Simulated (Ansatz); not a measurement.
# How many bands does the GW gap of MoS2 (P6_3/mmc) need?

Aim: see how the G0W0 gap of MoS2 (P6_3/mmc) on PBE moves with empty bands and screening cutoff, and what each rung costs.

Calculated with Ansatz 0.2.0; G0W0 on PBE, plane waves, PAW.

Report form: the programs' logs are mostly left out.

The database entry behind the starting cell differs from later determinations by our own check (about 0.3 % long), so it need not match the best structure at ambient conditions.

### 1. The structure

The structure is hexagonal, space group P6_3/mmc (No. 194). The conventional cell has a = 3.169 Å, b = 3.169 Å, c = 12.324 Å, α = 90.00°, β = 90.00°, γ = 120.00°. Nearest to Mo lie 6 S at 2.41 Å. Nearest to S lie 3 Mo at 2.41 Å. Farther neighbours and most contacts between anions are not listed.

Structure file:

```cif
data_structure
_symmetry_space_group_name_H-M 'P6_3/mmc'
_symmetry_Int_Tables_number 194
_cell_length_a 3.1690
_cell_length_b 3.1690
_cell_length_c 12.3240
_cell_angle_alpha 90.000
_cell_angle_beta 90.000
_cell_angle_gamma 120.000
_cell_volume 107.18
loop_
_atom_site_label
_atom_site_type_symbol
_atom_site_symmetry_multiplicity
_atom_site_Wyckoff_symbol
_atom_site_fract_x
_atom_site_fract_y
_atom_site_fract_z
_atom_site_occupancy
Mo1 Mo 2 c 0.33333 0.66667 0.25000 1
S1 S 4 f 0.33333 0.66667 0.62300 1
```

The cell and positions come from the Crystallography Open Database and are kept as given unless a step says otherwise. The default PAW set here is soft_2. Its files were made with PBE.

### 2. 139 empty bands, screening to 69 eV

Now the one-shot GW correction: screening in the RPA, then the self-energy of the levels asked for.

File input.yaml:

```yaml
crystal:
  lattice:
    - [3.169, 0.0, 0.0]
    - [-1.5845, 2.7444345046, 0.0]
    - [0.0, 0.0, 12.324]
  atoms:
    - { symbol: Mo, position: [0.3333333333, 0.6666666667, 0.25] }
    - { symbol: Mo, position: [0.6666666667, 0.3333333333, 0.75] }
    - { symbol: S, position: [0.3333333333, 0.6666666667, 0.623] }
    - { symbol: S, position: [0.6666666667, 0.3333333333, 0.123] }
    - { symbol: S, position: [0.3333333333, 0.6666666667, 0.877] }
    - { symbol: S, position: [0.6666666667, 0.3333333333, 0.377] }
kpoints:
  mp_grid: { grid: [6, 6, 2] }
hamiltonian:
  xc: pbe
scf:
  occupations: { method: fixed }
gw:
  n_empty_bands: 139
  ecut_chi: 69
  qp_bands: [v2, c2]
  qp_kpoints: band_edges
  screening: { model: contour_deformation }
```

The run is started by

```sh
ansatz run input.yaml --threads 3 --pin off --max-ram 64512MiB --backend cuda --events-out ev --progress --plain --runs-dir out --devices 1 --max-vram 24GiB  # rebuilt from the run's record
```

Run time: 21 s. Hardware: 1 × NVIDIA H100 80GB HBM3 (shared by 3 runs) with 3 threads of AMD EPYC 7R13 (Zen 3), shared host; peak memory 1.2 GiB.

This step gave:

- bands summed: 165
- RPA ε∞ on this mesh (eigenvalues): 6.263, 15.53, 15.53
- plane waves in the screening matrix: 149
- q-points in the mesh: 72
- G0W0 gap on the mesh: 1.166 eV
- k of the valence top: 0, 0, 0
- k of the conduction bottom: 0.1667, 0.1667, 0
- starting gap on the mesh: 0.8857 eV
- Z at the valence top: 0.7436
- Z at the conduction bottom: 0.7528
- least direct G0W0 gap on the computed points: 2.084 eV

The gap on the mesh goes from 0.89 eV to 1.17 eV, a correction of +0.28 eV. Between the two edge states, bare exchange in place of the xc potential would open the gap by 4.75 eV, and correlation takes back 4.47 eV.

### 3. 394 empty bands, screening to 138 eV

Bands and screening cutoff are moved together, since each hides the error of the other.

input.yaml, as its differences from that of step 2:

```diff
@@ -19,4 +19,4 @@
 gw:
-  n_empty_bands: 139
-  ecut_chi: 69
+  n_empty_bands: 394
+  ecut_chi: 138
   qp_bands: [v2, c2]
```

Elapsed: 16 s, on 1 × NVIDIA H100 80GB HBM3 (shared by 3 runs) with 3 threads; peak memory 1.7 GiB; 26 s of CPU time.

This step gave:

| Quantity | Value |
| --- | --- |
| bands summed | 420 |
| RPA ε∞ on this mesh (eigenvalues) | 6.235, 15.08, 15.08 |
| plane waves in the screening matrix | 341 |
| q-points in the mesh | 72 |
| G0W0 gap on the mesh | 1.235 eV |
| k of the valence top | 0, 0, 0 |
| k of the conduction bottom | 0.1667, 0.1667, 0 |
| starting gap on the mesh | 0.8857 eV |
| Z at the valence top | 0.7366 |
| Z at the conduction bottom | 0.7472 |
| least direct G0W0 gap on the computed points | 2.086 eV |

Against the run with 6×6×2 mesh, 139 empty bands, screening to 69 eV, the gap moves by +0.07 eV.

### 4. 848 empty bands, screening to 230 eV

input.yaml, as its differences from that of step 3:

```diff
@@ -19,4 +19,4 @@
 gw:
-  n_empty_bands: 394
-  ecut_chi: 138
+  n_empty_bands: 848
+  ecut_chi: 230.0
   qp_bands: [v2, c2]
```

The job ended after 39 s (1 × NVIDIA H100 80GB HBM3 (shared by 3 runs) with 3 threads; peak memory 3.2 GiB; 70 s of CPU time).

Numbers from this step:

```
bands summed                                 : 874
RPA ε∞ on this mesh (eigenvalues)            : 6.224, 14.93, 14.93
plane waves in the screening matrix          : 835
G0W0 gap on the mesh                         : 1.264 eV
k of the valence top                         : 0, 0, 0
k of the conduction bottom                   : 0.1667, 0.1667, 0
starting gap on the mesh                     : 0.8857 eV
least direct G0W0 gap on the computed points : 2.081 eV
```

Against the run with 6×6×2 mesh, 394 empty bands, screening to 138 eV, the gap moves by +0.03 eV.

### 5. Changing the frequency model: 6×6×2 mesh, 848 empty bands, screening to 230 eV, plasmon pole

A plasmon pole stands in for the full frequency dependence of the screening; this run shows what that costs in accuracy.

input.yaml, as its differences from that of step 4:

```diff
@@ -23,2 +23,2 @@
   qp_kpoints: band_edges
-  screening: { model: contour_deformation }
+  screening: { model: godby_needs }
```

It took 78 s on 1 × NVIDIA H100 80GB HBM3 (shared by 3 runs) with 3 threads; peak memory 6.4 GiB.

Numbers from this step:

```yaml
bands_summed: 874
plasmon_pole_fit_frequency: 25.86 eV
rpa_eps_infinity_on_this_mesh_eigenvalues: 6.224, 14.93, 14.93
plane_waves_in_the_screening_matrix: 835
g0w0_gap_on_the_mesh: 1.267 eV
k_of_the_valence_top: 0, 0, 0
k_of_the_conduction_bottom: 0.1667, 0.1667, 0
starting_gap_on_the_mesh: 0.8857 eV
least_direct_g0w0_gap_on_the_computed_points: 2.155 eV
```

Against the run with 6×6×2 mesh, 848 empty bands, screening to 230 eV, the gap moves by +0.003 eV.

### 6. Changing the files and raising the bands: 6×6×2 mesh, 1258 empty bands, screening to 299 eV, hard PAW files

Other atomic data (hard PAW) test the pseudisation: the cutoff goes from 420 to 510 eV, with the same valence electrons. Bands and screening cutoff change too, so the step is no clean test of the files.

input.yaml, as its differences from that of step 5:

```diff
@@ -16,2 +16,3 @@
   xc: pbe
+  pseudopotentials: { kind: paw, source: ansatz }
 scf:
@@ -19,6 +20,6 @@
 gw:
-  n_empty_bands: 848
-  ecut_chi: 230.0
+  n_empty_bands: 1258
+  ecut_chi: 299.0
   qp_bands: [v2, c2]
   qp_kpoints: band_edges
-  screening: { model: godby_needs }
+  screening: { model: contour_deformation }
```

Run time: 79 s. Hardware: 1 × NVIDIA H100 80GB HBM3 (shared by 3 runs) with 3 threads; peak memory 5.6 GiB; 2.4 min of CPU time.

This step gave:

```
bands summed                                 : 1284
RPA ε∞ on this mesh (eigenvalues)            : 6.221, 14.89, 14.89
plane waves in the screening matrix          : 1265
G0W0 gap on the mesh                         : 1.275 eV
k of the valence top                         : 0, 0, 0
k of the conduction bottom                   : 0.1667, 0.1667, 0
starting gap on the mesh                     : 0.8860 eV
least direct G0W0 gap on the computed points : 2.061 eV
```

Against the run with 6×6×2 mesh, 848 empty bands, screening to 230 eV, the gap moves by +0.011 eV.

### 7. Side by side

Times are wall times on 1 × NVIDIA H100 80GB HBM3 (shared by 3 runs) with 3 threads of AMD EPYC 7R13 (Zen 3), shared host, good to a factor of about two.

```
 mesh        files            frequency  bands summed  cutoff (eV)  start (eV)  G0W0 (eV)  time  host memory (GiB)
6×6×2  default PAW  contour deformation           165           69       0.886      1.166  21 s                1.2
6×6×2  default PAW  contour deformation           420          138       0.886      1.235  16 s                1.7
6×6×2  default PAW  contour deformation           874          230       0.886      1.264  39 s                3.2
6×6×2  default PAW         plasmon pole           874          230       0.886      1.267  78 s                6.4
6×6×2     hard PAW  contour deformation          1284          299       0.886      1.275  79 s                5.6
```

The parts of the quasiparticle energy at the two band edges (eV; QP = start + Σx + Σc − Vxc):

```
      run               edge  start      Σx     Σc     Vxc     Z     QP
165 bands        valence top  10.90  -19.74   0.90  -19.18  0.74  11.23
165 bands  conduction bottom  11.78  -13.37  -3.57  -17.56  0.75  12.40
420 bands        valence top  10.90  -19.74   0.50  -19.18  0.74  10.84
420 bands  conduction bottom  11.78  -13.37  -3.89  -17.56  0.75  12.08
874 bands        valence top  10.90  -19.74   0.33  -19.18  0.73  10.67
874 bands  conduction bottom  11.78  -13.37  -4.04  -17.56  0.75  11.93
```

### 8. What came out

| Item | Value |
| --- | --- |
| 165 bands, 69 eV | 1.166 eV |
| 420 bands, 138 eV | 1.235 eV |
| 874 bands, 230 eV | 1.264 eV |
| estimated limit in bands and cutoff | 1.29 eV |
| mesh and start | 6×6×2, PBE |

What this shows: A line in one over the bands through the two highest rungs gives 1.29 eV, +0.03 eV from the top rung; the pair below gives 1.28 eV, in fair agreement. The rungs stand 0.12 eV (165 bands), 0.06 eV (420 bands) and 0.03 eV (874 bands) from it. From 165 to 874 bands the gap moves by +0.10 eV. Σc changes by −0.56 eV at the valence top and −0.47 eV at the conduction bottom, so the levels themselves move more than the gap between them. The plasmon-pole model gives +0.003 eV against contour deformation, 1 % of the correction (the least direct gap moves by +0.07 eV), and saved no time in this program. With hard PAW files and 1284 bands the gap is 1.27 eV; the line for the default PAW files gives 1.27 eV at that count, a difference of +0.002 eV that holds the line's own error too. The cheapest rung within 0.1 eV of this estimate is that with 420 bands (16 s). The 6×6×2 mesh is coarse for this cell (its supercell is 19 Å along the shortest edge). The RPA ε∞ on it, from the PBE start, is 6.22 and 14.93; such meshes misread the long-range screening, most where the gap is narrow. The many-body steps are scalar-relativistic: spin-orbit coupling is not in them.

[Paths, hosts, dates, memory and timing lines, banners, echoed tables and standing remarks are left out of the program output.]

[Logs are printed without paths, hosts, clocks, repeated set-up lines and the standing remarks that a program may print on its own settings, such as how far it seeks lower states.]

[Runs of the session that timed out or met a known fault of the program may be left out.]

[Cells called generated may have been cut or substituted from an entry of the Crystallography Open Database or the Materials Project.]

[Hosts, paths, dates, database ids (printed as entryN), source tags and the programs' standing remarks are cut or masked in the printed files.]
